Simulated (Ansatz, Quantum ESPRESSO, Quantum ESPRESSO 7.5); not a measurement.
**Hf2CF2 MXene, 1 layer: biaxial strain by an ASE script**

How do the band edges of Hf2CF2 MXene, 1 layer move against the vacuum when the sheet is stretched?

Main program and level: Quantum ESPRESSO 7.5; plane-wave DFT, PBE, GBRV ultrasoft pseudopotentials (geometry by Ansatz 0.2.0 with PAW datasets; geometry under PBE).

**1. The starting structure**

The cell holds 5 atoms: 2 F, 2 Hf and 1 C. Its edges and angles: a = 3.289 Å, b = 3.289 Å, c = 19.591 Å, α = 90.0°, β = 90.0°, γ = 120.0°. It derives from Hf2CF2. Vacuum lies along c.

**2. Relaxation with Ansatz**

A relaxation in Ansatz fixes the structure of this slab for the runs on it.

The input, input.yaml:

```yaml
crystal:
  lattice:
    - [3.289, 0.0, 0.0]
    - [-1.6445, 2.848357553, 0.0]
    - [0.0, 0.0, 19.5906824036]
  atoms:
    - { symbol: F, position: [0.3333333333, 0.6666666667, 0.3828350563] }
    - { symbol: Hf, position: [0.6666666667, 0.3333333333, 0.4337566836] }
    - { symbol: C, position: [0.0, 0.0, 0.5] }
    - { symbol: Hf, position: [0.3333333333, 0.6666666667, 0.5662433164] }
    - { symbol: F, position: [0.6666666667, 0.3333333333, 0.6171649437] }
kpoints:
  mp_grid: { grid: [12, 12, 1] }
hamiltonian:
  xc: pbe
scf:
  occupations: { method: fermi_dirac, width: 0.05 }
  convergence: { dr2_threshold: 1.0e-08 }
efield:
  axis: 3
  dipole_correction: true
  ramp_position: 0.97
  ramp_width: 0.04
relax:
  f_tol: 0.01
  cell: { fix: [c, alpha, beta] }
output:
  write_potential: true
  write_density: true
  volumetric_format: npy
```

Command:

```console
$ ansatz run input.yaml --threads 4 --pin off --max-ram 8192MiB --backend cpu --events-out ev --progress --plain --runs-dir out
```

Numbers of over 12 decimals in the logs are rounded to 6 here.

Output:

```text
Warning: relax.cell: scf.convergence.dr2_threshold = 1e-8 eV is looser than the 5e-10 eV advised for a relaxation that steers and ends on the stress (1e-10 eV for each atom of the cell: 5). What an SCF threshold leaves in a stress goes as its square root, and in the free energy as the threshold itself, and one threshold admits the most on a small cell: [figures from the program's tests cut] Set scf.convergence.dr2_threshold to 5e-10 eV or tighter. The threshold is an SCF's pass mark: one that does not reach it within its budget of iterations ends unconverged, or closes short of it on a stop that the run arms, and scf.convergence.dr2_threshold's page says what that costs each kind of run
Engine: ansatz 0.2.0, aarch64-unknown-linux-gnu
Pseudopotentials: kind: paw
Pseudopotential: F, paw, valence charge 7, recommended cutoff 420 eV (normal), F.paw.azcp
Pseudopotential: Hf, paw, valence charge 26, recommended cutoff 420 eV (normal), Hf.paw.azcp
Pseudopotential: C, paw, valence charge 4, recommended cutoff 420 eV (normal), C.paw.azcp
Functional definition: PBE
  parameter kappa = 0.804
  parameter beta = 0.066725
  exchange = pbe_x(kappa = kappa, mu = beta*pi^2/3)
  correlation = pbe_c(beta = beta)
Crystal: 5 atoms, lattice volume = 183.530 Å³
Basis set: ecut = 420 eV, 3665 PW (Γ), exchange–correlation on 48×48×270 points (8 copies of the dense FFT grid, shifted against one another)
Bands: 42, of which v1, the nominal top of the filled ones, is band 35 counted from 1 (34 counted from 0)
Symmetry: 6 space group operations
k-points: 19 of 144 (time reversal used)
Non-local potential: F, projectors of the file, l = 0: 2, l = 1: 2, l = 2: 1
Non-local potential: Hf, projectors of the file, l = 0: 3, l = 1: 2, l = 2: 2, l = 3: 3
Non-local potential: C, projectors of the file, l = 0: 2, l = 1: 2, l = 2: 1
PAW form: soft (Blöchl's): semilocal exchange-correlation on the pseudo side does not see the compensation charge
PAW one-centre angular grid: F, 110 points (default); XC on 64 Gauss nodes
PAW one-centre angular grid: Hf, 590 points (default); XC on 64 Gauss nodes
PAW one-centre angular grid: C, 110 points (default); XC on 64 Gauss nodes
Initial density: superposition of atomic densities (neutral atoms: chi_scale 0, normalization atom), corrected by the library's trained network
Initial wavefunctions: pseudopotential atomic-orbital guess
Functional: x = pbe(κ = 0.804, μ = 0.219515), c = pbe(β = 0.066725)
SCF iter   1: F=—  HF=-33314.350531 eV  |F-HF|=—  |Δ(HF+E_count)|=         —  Δρ=3.72e-3  dr2=8.90e-2  ethr=1.77e-3  p=-0.001 e·Å  D=-1.16e-3 V/Å  ΔV_dip=0.02 eV  dr2_dipole=1.88e-5  V_vac-E_F(+/−)=2.34/2.32 eV  ⟨swp⟩=6.3  Hψ=3190  notcnv=0
efield: sawtooth ramp at fractional position 0.9700 (set: `efield.ramp_position`, or a place that a band, a saddle search or an elastic batch's reference lends), width 0.0400; the density the first Hamiltonian is built on has a dipole p = -0.001 e·Å; the dipole correction subtracts the counter field D = -1.16e-3 V/Å, which shifts the + side's vacuum level by +0.02 eV against the − side's; the planar-averaged density in the ramp window peaks in size at 9.7e-5 e/Å³
preconditioner: auto → LDOS  [insulator: Δε(μ)=0.124 eV  Ē_g=17.931 eV  σ=0.050 eV  W_gap=0.55  n_scr=44 (ndim 8)  ℏωp=22.3 eV  f_vac=0.656  D(μ)=1.13/eV (n_scr^D=6)  ε∞_Penn≈2.5  β→1.0]
SCF iter   2: F=—  HF=-33314.339862 eV  |F-HF|=—  |Δ(HF+E_count)|=   1.07e-2  Δρ=3.63e-3  dr2=5.78e-2  ethr=1.27e-4  p=0.001 e·Å  D=1.11e-3 V/Å  ΔV_dip=-0.02 eV  dr2_dipole=1.80e-4  V_vac-E_F(+/−)=1.50/1.53 eV  ⟨swp⟩=3.3  Hψ=1677  notcnv=0  defer=20
SCF iter   3: F=—  HF=-33314.331674 eV  |F-HF|=—  |Δ(HF+E_count)|=   8.19e-3  Δρ=1.04e-3  dr2=1.26e-2  ethr=8.26e-5  p=0.000 e·Å  D=1.15e-5 V/Å  ΔV_dip=-0.00 eV  dr2_dipole=7.77e-7  V_vac-E_F(+/−)=1.88/1.88 eV  ⟨swp⟩=3.4  Hψ=1531  notcnv=0  defer=20
SCF iter   4: F=—  HF=-33314.329906 eV  |F-HF|=—  |Δ(HF+E_count)|=   1.77e-3  Δρ=5.67e-4  dr2=1.25e-3  ethr=1.81e-5  p=-0.000 e·Å  D=-4.37e-5 V/Å  ΔV_dip=0.00 eV  dr2_dipole=2.89e-6  V_vac-E_F(+/−)=1.74/1.74 eV  ⟨swp⟩=2.5  Hψ=964  notcnv=0  defer=19
SCF iter   5: F=—  HF=-33314.329701 eV  |F-HF|=—  |Δ(HF+E_count)|=   2.05e-4  Δρ=7.06e-5  dr2=1.01e-5  ethr=1.79e-6  p=0.000 e·Å  D=8.34e-5 V/Å  ΔV_dip=-0.00 eV  dr2_dipole=9.25e-9  V_vac-E_F(+/−)=1.69/1.69 eV  ⟨swp⟩=2.2  Hψ=1054  notcnv=0  defer=19
SCF iter   6: F=—  HF=-33314.329677 eV  |F-HF|=—  |Δ(HF+E_count)|=   2.39e-5  Δρ=2.74e-5  dr2=1.50e-6  ethr=1.44e-8  p=0.000 e·Å  D=7.94e-5 V/Å  ΔV_dip=-0.00 eV  dr2_dipole=3.89e-10  V_vac-E_F(+/−)=1.69/1.69 eV  ⟨swp⟩=3.3  Hψ=1863  notcnv=0  defer=19
SCF iter   7: F=—  HF=-33314.329604 eV  |F-HF|=—  |Δ(HF+E_count)|=   7.27e-5  Δρ=8.30e-6  dr2=2.36e-7  ethr=2.15e-9  p=0.000 e·Å  D=7.59e-5 V/Å  ΔV_dip=-0.00 eV  dr2_dipole=9.05e-10  V_vac-E_F(+/−)=1.68/1.69 eV  ⟨swp⟩=2.2  Hψ=1489  notcnv=0  defer=19
SCF iter   8: F=—  HF=-33314.329604 eV  |F-HF|=—  |Δ(HF+E_count)|=   3.83e-8  Δρ=4.38e-6  dr2=4.83e-8  ethr=3.37e-10  p=0.000 e·Å  D=7.03e-5 V/Å  ΔV_dip=-0.00 eV  dr2_dipole=4.07e-10  V_vac-E_F(+/−)=1.68/1.69 eV  ⟨swp⟩=2.3  Hψ=1497  notcnv=0  defer=19
SCF iter   9: F=-33314.329604 eV  HF=-33314.329604 eV  |F-HF|=1.89e-10  |Δ(HF+E_count)|=   1.09e-7  Δρ=1.59e-6  dr2=8.39e-9  ethr=1.43e-11  p=0.000 e·Å  D=6.43e-5 V/Å  ΔV_dip=-0.00 eV  dr2_dipole=2.02e-11  V_vac-E_F(+/−)=1.68/1.68 eV  ⟨swp⟩=10.6  Hψ=6665  notcnv=0
SCF 1 converged in 9 iterations: F = -33314.329604 eV  dr2 = 8.39e-9
  greatest PAW one-centre occupation: 0.998 electrons in one spin orbital (limit 2), on the Hf atom at site 3 (counted from 0), in its partial waves of l = 3
relax step   1: F+E_penalty+E_count = -33314.32960407 eV  Δ(F+E_penalty+E_count) = +0.000e0 eV  max|allowed force component| = 4.634e0 eV/Å  Δτ_max = 0.0000 Å  P = +3.211 GPa  Ω = 183.530 Å³  fix = [c, alpha, beta]  reactions: c +2.190 GPa  (9 SCF iters, accepted)
Crystal: 5 atoms, lattice volume = 182.047 Å³
Basis set: ecut = 420 eV, 3629 PW (Γ), exchange–correlation on 48×48×270 points (8 copies of the dense FFT grid, shifted against one another)
Initial density: handed on by an earlier stage of this run
Initial wavefunctions: those handed on with the density
iter 1 solved again at ethr=8.77e-4 eV; its pass at ethr=3.10e-3 eV (dr2=6.14e-1 eV) is discarded
SCF iter   1: F=—  HF=-33315.554989 eV  |F-HF|=—  |Δ(HF+E_count)|=         —  Δρ=1.69e-2  dr2=6.15e-1  ethr=8.77e-4  p=0.000 e·Å  D=6.62e-5 V/Å  ΔV_dip=-0.00 eV  dr2_dipole=1.65e-9  V_vac-E_F(+/−)=2.64/2.65 eV  ⟨swp⟩=1.2  Hψ=4178  notcnv=0
[...]
SCF iter   9: F=-33315.627771 eV  HF=-33315.627771 eV  |F-HF|=1.17e-8  |Δ(HF+E_count)|=   6.78e-8  Δρ=1.18e-6  dr2=1.91e-9  ethr=1.43e-11  p=0.000 e·Å  D=1.07e-6 V/Å  ΔV_dip=-0.00 eV  dr2_dipole=3.12e-13  V_vac-E_F(+/−)=3.76/3.76 eV  ⟨swp⟩=9.9  Hψ=6085  notcnv=0
SCF 3 converged in 9 iterations: F = -33315.627771 eV  dr2 = 1.91e-9
relax step   3: F+E_penalty+E_count = -33315.62777147 eV  Δ(F+E_penalty+E_count) = -2.736e-1 eV  max|allowed force component| = 4.881e-1 eV/Å  Δτ_max = 0.1955 Å  P = -0.180 GPa  Ω = 177.992 Å³  energy of the carried Pulay correction = +6.132e-3 eV  fix = [c, alpha, beta]  reactions: c -1.803 GPa  (9 SCF iters, accepted)
[...]
relax step   4: F+E_penalty+E_count = -33315.66204758 eV  Δ(F+E_penalty+E_count) = -3.428e-2 eV  max|allowed force component| = 1.302e-1 eV/Å  Δτ_max = 0.0630 Å  P = +0.031 GPa  Ω = 181.576 Å³  energy of the carried Pulay correction = +2.143e-3 eV  fix = [c, alpha, beta]  reactions: c -0.119 GPa  (8 SCF iters, accepted)
[...]
relax step   5: F+E_penalty+E_count = -33315.66207993 eV  Δ(F+E_penalty+E_count) = -3.235e-5 eV  max|allowed force component| = 1.404e-2 eV/Å  Δτ_max = 0.0059 Å  P = -0.052 GPa  Ω = 182.201 Å³  energy of the carried Pulay correction = +1.455e-3 eV  fix = [c, alpha, beta]  reactions: c -0.027 GPa  (6 SCF iters, accepted)
[...]
relax step   6: F+E_penalty+E_count = -33315.66231050 eV  Δ(F+E_penalty+E_count) = -2.306e-4 eV  max|allowed force component| = 2.437e-3 eV/Å  Δτ_max = 0.0006 Å  P = +0.008 GPa  Ω = 182.032 Å³  energy of the carried Pulay correction = +1.641e-3 eV  fix = [c, alpha, beta]  reactions: c +0.011 GPa  (5 SCF iters, accepted)
Initial wavefunctions: pseudopotential atomic-orbital guess (no wavefunctions were taken with the density)
iter 1 solved again at ethr=6.98e-8 eV; its pass at ethr=3.10e-3 eV (dr2=4.89e-5 eV) is discarded
SCF iter   1: F=—  HF=-33315.660811 eV  |F-HF|=—  |Δ(HF+E_count)|=         —  Δρ=4.23e-5  dr2=4.75e-7  ethr=6.98e-8  p=0.000 e·Å  D=4.56e-7 V/Å  ΔV_dip=-0.00 eV  dr2_dipole=5.24e-12  V_vac-E_F(+/−)=3.73/3.73 eV  ⟨swp⟩=6.4  Hψ=6066  notcnv=0
efield: sawtooth ramp at fractional position 0.9700 (set: `efield.ramp_position`, or a place that a band, a saddle search or an elastic batch's reference lends), width 0.0400; the density the first Hamiltonian is built on has a dipole p = 0.000 e·Å; the dipole correction subtracts the counter field D = 4.56e-7 V/Å, which shifts the + side's vacuum level by -0.00 eV against the − side's; the planar-averaged density in the ramp window peaks in size at 4.1e-7 e/Å³
preconditioner: auto → LDOS  [metal: Δε(μ)=0.043 eV  Ē_g=17.738 eV  σ=0.050 eV  W_gap=0.21  n_scr=44 (ndim 8)  ℏωp=22.4 eV  f_vac=0.648  D(μ)=1.53/eV (n_scr^D=6)  β→1.0]
SCF iter   2: F=—  HF=-33315.660784 eV  |F-HF|=—  |Δ(HF+E_count)|=   2.66e-5  Δρ=2.42e-5  dr2=5.93e-7  ethr=6.78e-10  p=0.000 e·Å  D=9.91e-7 V/Å  ΔV_dip=-0.00 eV  dr2_dipole=5.99e-12  V_vac-E_F(+/−)=3.73/3.73 eV  ⟨swp⟩=3.1  Hψ=1868  notcnv=0
SCF iter   3: F=—  HF=-33315.660784 eV  |F-HF|=—  |Δ(HF+E_count)|=   2.63e-7  Δρ=5.35e-6  dr2=4.78e-8  ethr=6.78e-10  p=0.000 e·Å  D=5.46e-7 V/Å  ΔV_dip=-0.00 eV  dr2_dipole=4.48e-13  V_vac-E_F(+/−)=3.73/3.73 eV  ⟨swp⟩=2.0  Hψ=1463  notcnv=0
SCF iter   4: F=-33315.660784 eV  HF=-33315.660784 eV  |F-HF|=3.33e-9  |Δ(HF+E_count)|=   7.22e-9  Δρ=2.25e-6  dr2=5.36e-9  ethr=1.43e-11  p=0.000 e·Å  D=4.66e-7 V/Å  ΔV_dip=-0.00 eV  dr2_dipole=6.54e-14  V_vac-E_F(+/−)=3.73/3.73 eV  ⟨swp⟩=11.3  Hψ=7409  notcnv=0
SCF 7 converged in 4 iterations: F = -33315.660784 eV  dr2 = 5.36e-9
relax step   7: F+E_penalty+E_count = -33315.66078393 eV  Δ(F+E_penalty+E_count) = +1.527e-3 eV  max|allowed force component| = 2.629e-3 eV/Å  Δτ_max = 0.0000 Å  P = -0.005 GPa  Ω = 182.032 Å³  fix = [c, alpha, beta]  reactions: c +0.009 GPa  stress off target by 1.14e-2 GPa on what of the cell is left free  SCF on the basis re-selected at this cell (its energy is not comparable with the rows above)  (4 SCF iters)
basis re-selected at this cell: Δ(F+E_penalty+E_count) = +1.527e-3 eV, ΔP = -0.013 GPa vs the last step (what re-selecting the basis moved, of the pressure what is left beyond the Pulay correction that the steps carried, after the strain that the cell walked since its last selection, with what the two solves' SCF thresholds leave and, on support functions, any second-order correction that the steps lacked; it is no m [...]
WARN: The output density's exchange-correlation potential varies sharply where the density is thin. Do not read a vacuum level from v_tot or v_xc, or from such a field of the output density. On a cell that repeats whose density bears no net charge and no dipole along the vacuum's axis use v_es (v_loc + v_h of the components); under efield.dipole_correction with no amplitude use v_es + v_field, which holds any externa [...]
SCF converged after 4 iterations
Free energy (F): -33315.660784 eV
Harris-Foulkes:  -33315.660784 eV  (|F-HF|=3.33e-9)
Internal energy: -33315.649086 eV  (E = F + TS)
E sigma→0 (E₀):  -33315.654935 eV
Entropy (-TS):   -0.011698 eV (-2.340 meV/atom)
Fermi energy:    3.778148 eV
Dipole field:    D = 0.000001 V/Å  (p = 0.000001 e·Å, saw-weighted, corrected)
Work function:   Φ+ = 3.7264 eV   Φ− = 3.7264 eV
Levels:          The Fermi level and band energies are counted from a zero that moves with the ramp; work functions are not
--- Per-component energies (eV) ---
  E_band       = -958.789434
  E_kinetic    = 1350.791229
  E_local      = -91525.393361  (includes V_loc(G=0)·N_el)
  E_nonlocal   = -2314.790614
  E_hartree    = 44809.147558
  E_xc         = -809.000491
  E_vxc        = -798.482071  (∫ρ·V_xc dr)
  E_paw        = -14353.862661  (= ΣΔE_a)
  E_vpaw       = 2710.779138  (= ΣTr[D̂ρ^β])
  E_aug_tail   = 0.004099  (compensation charges beyond the density's cutoff)
  E_efield     = 0.000000  (sawtooth field / dipole correction)
  E_vefield    = -0.000011  (∫n·V_field dr)
  E_ewald      = 29527.455156
  E_smearing   = -0.011698  (= −TS)
  E_closure    = -0.000000  (closes the sum)
  Σ components = -33315.660784   (vs F -33315.660784, Δ=0.00e0)
--- Forces (eV/Å), atoms counted from 1 ---
  atom   1  F     -0.00000000     0.00000000    -0.00082313
  atom   2  Hf     0.00000000     0.00000000    -0.00262927
  atom   3  C     -0.00000000     0.00000000     0.00000055
  atom   4  Hf    -0.00000000     0.00000000     0.00262919
  atom   5  F      0.00000000     0.00000000     0.00082303
  max |Σ_I F_I| component: 3.83e-7 eV/Å
--- Stress (GPa, compression-positive) ---
       -0.011389       0.000000       0.000000
        0.000000      -0.011389      -0.000000
        0.000000      -0.000000       0.008759
  P = ⅓ Tr σ = -0.0047 GPa (-0.047 kbar)
--- Band table (eV; the first three rows and the last of 19) ---
  k-point 0: bands = [... 31 lower, -1.0580, 0.4092, 0.4092, 4.0379, 4.0379, 4.4398, 5.2366, 5.3422, ... 3 higher]
  k-point 1: bands = [... 31 lower, -0.9829, 0.1686, 0.3907, 3.7261, 4.1997, 4.4880, 5.4500, 5.4835, ... 3 higher]
  k-point 2: bands = [... 31 lower, -0.8092, -0.3274, 0.3573, 3.1161, 4.6339, 4.6636, 5.6074, 5.8152, ... 3 higher]
  k-point 18: bands = [... 31 lower, -0.9746, -0.9746, 0.0520, 4.2473, 5.0247, 5.0247, 6.7568, 7.3454, ... 3 higher]
--- Relaxed structure (6 steps of the walk, 6 accepted, 1 SCFs on fresh bases) ---
  F+E_penalty+E_count = -33315.66078393 eV   max|allowed force component| = 2.629e-3 eV/Å   (the final SCF, on the basis selected at the relaxed cell)
  cell:  # Å, volume = 182.0321 Å³
    - [3.275547, 0.0, 0]
    - [-1.637774, 2.836707, 0]
    - [0, 0, 19.5906824036]
  atoms:
    - { symbol: F, position: [0.333333, 0.666667, 0.369774] }
    - { symbol: Hf, position: [0.666667, 0.333333, 0.438759] }
    - { symbol: C, position: [0, 0, 0.500000] }
    - { symbol: Hf, position: [0.333333, 0.666667, 0.561241] }
    - { symbol: F, position: [0.666667, 0.333333, 0.630226] }
```

It took 20 s on 4 threads of Arm Neoverse V2, shared host; peak memory 0.54 GiB.

The steps of the relaxation:

```
step  energy less that of the first step (eV)  largest force component (eV/Å)  pressure (GPa)  volume (Å³)
   1                                   0.0000                          4.6339            3.21       183.53
   2                                  -1.0245                          2.7463            4.28       182.05
   3                                  -1.2982                          0.4881           -0.18       177.99
   4                                  -1.3324                          0.1302            0.03       181.58
   5                                  -1.3325                          0.0140           -0.05       182.20
   6                                  -1.3327                          0.0024            0.01       182.03
  7*                                  -1.3312                          0.0026            0.00       182.03
```

Relaxation steps marked * repeat the geometry before them on a plane-wave basis chosen anew for their cell, so energy and pressure can jump there.

Forces are held to the 6 operations that the run works with; a distortion that breaks them can't arise in this run.

```
cell as run  before  after  change
      a (Å)   3.289  3.276  -0.4 %
      b (Å)   3.289  3.276  -0.4 %
```

The atoms that moved most (Å, along periodic axes as changes of fractional coordinates times the final cell, across vacuum about the mean position):

```
atom     dx     dy      dz  length
  F1  0.000  0.000  -0.256   0.256
  F5  0.000  0.000   0.256   0.256
 Hf2  0.000  0.000   0.098   0.098
 Hf4  0.000  0.000  -0.098   0.098
```

The relaxed structure:

```xyz
5
Lattice="3.2755 0.0000 0.0000 -1.6378 2.8367 0.0000 0.0000 0.0000 19.5907" Properties=species:S:1:pos:R:3
F     0.0000    1.8911    7.2441
Hf    1.6378    0.9456    8.5956
C     0.0000    0.0000    9.7953
Hf    0.0000    1.8911   10.9951
F     1.6378    0.9456   12.3466
```

Numbers from this step:

- free energy: -33315.6608 eV
- energy at zero smearing: -33315.6549 eV
- smearing term TS: 0.01170 eV
- Fermi energy: 3.778 eV
- symmetry operations: 6
- work function of the upper face: 3.726 eV
- work function of the lower face: 3.726 eV
- dipole along the normal: 8.32e-7 e·Å

[end of part 1 of 2]

[Logs are printed without paths, hosts, clocks, repeated set-up lines and the standing remarks that a program may print on its own settings, such as how far it seeks lower states.]

[Hosts, paths, dates, database ids (printed as entryN), source tags and the programs' standing remarks are cut or masked in the printed files.]

[Maps of the electrostatic potential energy from Ansatz leave out the sawtooth potential of an applied field or a dipole correction, so their vacuum need not be flat; planar profiles and work functions include it.]
